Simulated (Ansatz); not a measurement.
## NaFeO3 (cubic perovskite) (Pm-3m): how robust is the cRPA U?

Aim: hold the target of a cRPA run on NaFeO3 (cubic perovskite) (Pm-3m) and move one thing at a time.

Method: constrained RPA on LDA, plane waves, PAW, in Ansatz 0.2.0.

This is a report of a sequence of runs, with most program output left out.

The structure was built from a prototype and need not be the compound's stable phase.

In doubt: RPA on norm-conserving files with a d shell is listed as unsure (step 7), so the values of those runs are not to be relied on.

### 1. Starting point

It takes space group Pm-3m (No. 221, cubic). Conventional cell: a = 3.588 Å, b = 3.588 Å, c = 3.588 Å, α = 90.00°, β = 90.00°, γ = 90.00°. Nearest to Na lie 12 O at 2.54 Å. Nearest to Fe lie 6 O at 1.79 Å. Nearest to O lie 2 Fe at 1.79 Å and 4 Na at 2.54 Å. Farther neighbours and most contacts between anions are not listed.

The structure was relaxed with LDA. The structure type comes from a generator and need not be one that this composition takes. The structure was generated from a model, not taken from a measurement. The runs that relaxed it are not among those shown. The program's search for lower electronic states was switched off, so nothing shows that the state found is the lowest. The default PAW set here is soft_2. Its files were made with PBE.

### 2. Base: Fe d + anion p, bands v11 to c3, 4×4×4 mesh, medium accuracy

Constrained RPA screens the interaction with every transition except those inside the target bands, which a later many-body model would treat itself.

Contents of input.yaml:

```yaml
crystal:
  lattice:
    - [0.0, 0.0, -3.58761839]
    - [0.0, -3.58761839, 0.0]
    - [-3.58761839, 0.0, 0.0]
  atoms:
    - { symbol: Na, position: [0.0, 0.0, 0.0] }
    - { symbol: Fe, position: [0.5, 0.5, 0.5] }
    - { symbol: O, position: [0.5, 0.5, 0.0] }
    - { symbol: O, position: [0.5, 0.0, 0.5] }
    - { symbol: O, position: [0.0, 0.5, 0.5] }
kpoints:
  mp_grid: { grid: [6, 6, 6] }
hamiltonian:
  xc: lda
scf:
  occupations: { method: gaussian, width: 0.08 }
  n_extra_bands: 19
  max_iter: 150
  lower_state_search: "off"
output:
  crpa:
    kmesh: [4, 4, 4]
    target_bands: [v11, c3]
    projections: [{ species: Fe, l: d, shell: 3 }, { species: O, l: p, shell: 2 }]
  local_orbitals:
    kmesh: [8, 8, 8]
    orbitals: [{ species: Fe, l: d, shell: 3 }, { species: O, l: p, shell: 2 }]
    window: { bands: [v11, c3] }
    seedname: lo
```

On the command line:

```bash
ansatz run input.yaml --threads 4 --pin off --max-ram 9216MiB --backend cpu --events-out ev --progress --plain --runs-dir out
```

It took 2.7 min on 4 threads of Arm Neoverse V2, shared host; peak memory 0.61 GiB; 9.9 min of CPU time.

Numbers from this step:

- U: 13.19 eV
- U prime (inter-orbital): 11.69 eV
- J: 0.7532 eV
- bare V: 25.12 eV
- bare J: 0.8905 eV
- stated bound on U: 0.01916 eV
- U over bare V: 0.5253
- electrons in the window: 21.00
- head of the constrained inverse dielectric matrix: 0.4919
- least eigenvalue of the projection's overlap: 0.8000
- target functions: 14
- bands in the sums: 50
- r.m.s. miss of the model bands: 1.62e-4 eV
- width of the target bands: 12.44 eV
- weight of the projected orbitals in the window: 0.9650

On the Fe d shell, screening brings the on-site interaction from 25.1 eV down to U = 13.19 eV.

### 3. Changed: 2×2×2 mesh

input.yaml, the sections that differ from step 2:

```yaml
output:
  crpa:
    kmesh: [2, 2, 2]
    target_bands: [v11, c3]
    projections: [{ species: Fe, l: d, shell: 3 }, { species: O, l: p, shell: 2 }]
# crystal, kpoints, hamiltonian, scf: as in step 2
```

It took 13 s on 4 threads; peak memory 0.52 GiB.

Numbers from this step:

* U: 13.20 eV
* U prime (inter-orbital): 11.69 eV
* J: 0.7554 eV
* bare V: 25.22 eV
* bare J: 0.8925 eV
* stated bound on U: 0.01866 eV
* U over bare V: 0.5234
* electrons in the window: 21
* head of the constrained inverse dielectric matrix: 0.4658
* least eigenvalue of the projection's overlap: 0.8000
* target functions: 14
* bands in the sums: 50
* width of the target bands: 12.44 eV
* weight of the projected orbitals in the window: 0.9650

On the Fe d shell, screening brings the on-site interaction from 25.2 eV down to U = 13.20 eV.

### 4. Changed: accuracy low

input.yaml, as its differences from that of step 3:

```diff
@@ -22,4 +22,5 @@
   crpa:
-    kmesh: [2, 2, 2]
+    kmesh: [4, 4, 4]
     target_bands: [v11, c3]
     projections: [{ species: Fe, l: d, shell: 3 }, { species: O, l: p, shell: 2 }]
+    accuracy: low
```

Run time: 68 s. Hardware: 4 threads; peak memory 0.55 GiB; 4.2 min of CPU time.

This step gave:

```yaml
u: 13.08 eV
u_prime_inter_orbital: 11.58 eV
j: 0.7506 eV
bare_v: 25.12 eV
bare_j: 0.8905 eV
stated_bound_on_u: 0.3813 eV
u_over_bare_v: 0.5208
electrons_in_the_window: 21.00
head_of_the_constrained_inverse_dielectric_matrix: 0.4917
least_eigenvalue_of_the_projection_s_overlap: 0.8000
target_functions: 14
bands_in_the_sums: 50
width_of_the_target_bands: 12.44 eV
weight_of_the_projected_orbitals_in_the_window: 0.9650
```

On the Fe d shell, screening brings the on-site interaction from 25.1 eV down to U = 13.08 eV.

### 5. Changed: sums over states on smooth products

input.yaml, as its differences from that of step 4:

```diff
@@ -25,2 +25,5 @@
     projections: [{ species: Fe, l: d, shell: 3 }, { species: O, l: p, shell: 2 }]
-    accuracy: low
+    accuracy: sum_over_states
+    pair_densities: pseudo
+    n_empty_bands: 44
+    ecut_chi: 136
```

Elapsed: 8.4 s, on 4 threads; peak memory 0.47 GiB.

This variant gives U = 14.12 eV against 13.19 eV. It is a finite sum over empty states with no bound on its error and stays out of the table below.

### 6. Changed: more bands than orbitals

input.yaml, as its differences from that of step 5:

```diff
@@ -23,7 +23,3 @@
     kmesh: [4, 4, 4]
-    target_bands: [v11, c3]
+    target_bands: [v11, c4]
     projections: [{ species: Fe, l: d, shell: 3 }, { species: O, l: p, shell: 2 }]
-    accuracy: sum_over_states
-    pair_densities: pseudo
-    n_empty_bands: 44
-    ecut_chi: 136
```

Wall time 0.09 s (4 threads); peak memory 0.084 GiB.

The input was rejected at the start.

The program's message: “Error: invalid value for `output.crpa.projections`: 14 orbital(s) selected but the target window spans 15 band(s); name one orbital per band of it”

The fault put into this input: more bands than orbitals.

### 7. Changed: potentials

This step: constrained RPA on LDA, plane waves, norm-conserving pseudopotentials.

input.yaml, as its differences from that of step 6:

```diff
@@ -15,2 +15,3 @@
   xc: lda
+  pseudopotentials: { kind: nc }
 scf:
@@ -23,3 +24,3 @@
     kmesh: [4, 4, 4]
-    target_bands: [v11, c4]
+    target_bands: [v11, c3]
     projections: [{ species: Fe, l: d, shell: 3 }, { species: O, l: p, shell: 2 }]
```

Wall time 7.9 min (4 threads); peak memory 1.3 GiB; 30 min of CPU time.

This step gave:

- U: 13.28 eV
- U prime (inter-orbital): 11.76 eV
- J: 0.7573 eV
- bare V: 25.29 eV
- bare J: 0.8980 eV
- stated bound on U: 0.02534 eV
- U over bare V: 0.5251
- electrons in the window: 21.00
- head of the constrained inverse dielectric matrix: 0.4930
- least eigenvalue of the projection's overlap: 0.7989
- target functions: 14
- bands in the sums: 50
- width of the target bands: 12.44 eV
- weight of the projected orbitals in the window: 0.9668

On the Fe d shell, screening brings the on-site interaction from 25.3 eV down to U = 13.28 eV.

### 8. Changed: volume +6 %

This step: constrained RPA on LDA, plane waves, PAW.

The cell differs from the one that the last finished run ended in (a 3.588 → 3.658 Å, b 3.588 → 3.658 Å, c 3.588 → 3.658 Å).

input.yaml, as its differences from that of step 7:

```diff
@@ -2,5 +2,5 @@
   lattice:
-    - [0.0, 0.0, -3.58761839]
-    - [0.0, -3.58761839, 0.0]
-    - [-3.58761839, 0.0, 0.0]
+    - [0.0, 0.0, -3.6579817124]
+    - [0.0, -3.6579817124, 0.0]
+    - [-3.6579817124, 0.0, 0.0]
   atoms:
@@ -15,3 +15,2 @@
   xc: lda
-  pseudopotentials: { kind: nc }
 scf:
@@ -26 +25,6 @@
     projections: [{ species: Fe, l: d, shell: 3 }, { species: O, l: p, shell: 2 }]
+  local_orbitals:
+    kmesh: [8, 8, 8]
+    orbitals: [{ species: Fe, l: d, shell: 3 }, { species: O, l: p, shell: 2 }]
+    window: { bands: [v11, c3] }
+    seedname: lo
```

Wall time 2.8 min (4 threads); peak memory 0.61 GiB.

Numbers from this step:

| Item | Value |
| --- | --- |
| U | 13.20 eV |
| U prime (inter-orbital) | 11.70 eV |
| J | 0.7529 eV |
| bare V | 25.10 eV |
| bare J | 0.8899 eV |
| stated bound on U | 0.01893 eV |
| U over bare V | 0.5259 |
| electrons in the window | 21 |
| head of the constrained inverse dielectric matrix | 0.4956 |
| least eigenvalue of the projection's overlap | 0.8013 |
| target functions | 14 |
| bands in the sums | 50 |
| r.m.s. miss of the model bands | 1.56e-4 eV |
| width of the target bands | 11.72 eV |
| weight of the projected orbitals in the window | 0.9665 |

On the Fe d shell, screening brings the on-site interaction from 25.1 eV down to U = 13.20 eV.

### 9. Side by side

Times are wall times on 4 threads of Arm Neoverse V2, shared host, good to a factor of about two.

```
          run  bare V (eV)  U (eV)  J (eV)  bound on U (eV)  width (eV)     time
target window        25.12  13.195   0.753           0.0192       12.44  2.7 min
   2×2×2 mesh        25.22  13.203   0.755           0.0187       12.44     13 s
 accuracy low        25.12  13.082   0.751           0.3813       12.44     68 s
   potentials        25.29  13.277   0.757           0.0253       12.44  7.9 min
  volume +6 %        25.10  13.198   0.753           0.0189       11.72  2.8 min
```

### 10. Summary of results

```json
{"target window": "U 13.19 eV, J 0.75 eV", "2×2×2 mesh": "U 13.20 eV, J 0.76 eV", "accuracy low": "U 13.08 eV, J 0.75 eV", "potentials": "U 13.28 eV, J 0.76 eV", "volume +6 %": "U 13.20 eV, J 0.75 eV"}
```

2×2×2 mesh moves U by +0.01 eV (within the solver's bounds, for the mean over orbitals) at 0.080 times the time. Accuracy low moves U by −0.11 eV (within the solver's bounds, for the mean over orbitals) at 0.42 times the time. Potentials moves U by +0.08 eV at 2.9 times the time. Volume +6 % moves U by +0.004 eV (within the solver's bounds, for the mean over orbitals). The printed bound covers the solver alone, not the mesh, and no denser mesh than the base was run. The parent state is non-magnetic and the interaction static (zero frequency); U depends on the window and the orbitals, so it belongs to this model alone. A window that holds the anion p bands defines a model with explicit ligands; its U belongs to that model and is not the U of DFT+U.

[Paths, hosts, dates, memory and timing lines, banners, echoed tables and standing remarks are left out of the program output.]

[Logs are printed without paths, hosts, clocks, repeated set-up lines and the standing remarks that a program may print on its own settings, such as how far it seeks lower states.]

[Runs of the session that timed out or met a known fault of the program may be left out.]

[Hosts, paths, dates, database ids (printed as entryN), source tags and the programs' standing remarks are cut or masked in the printed files.]
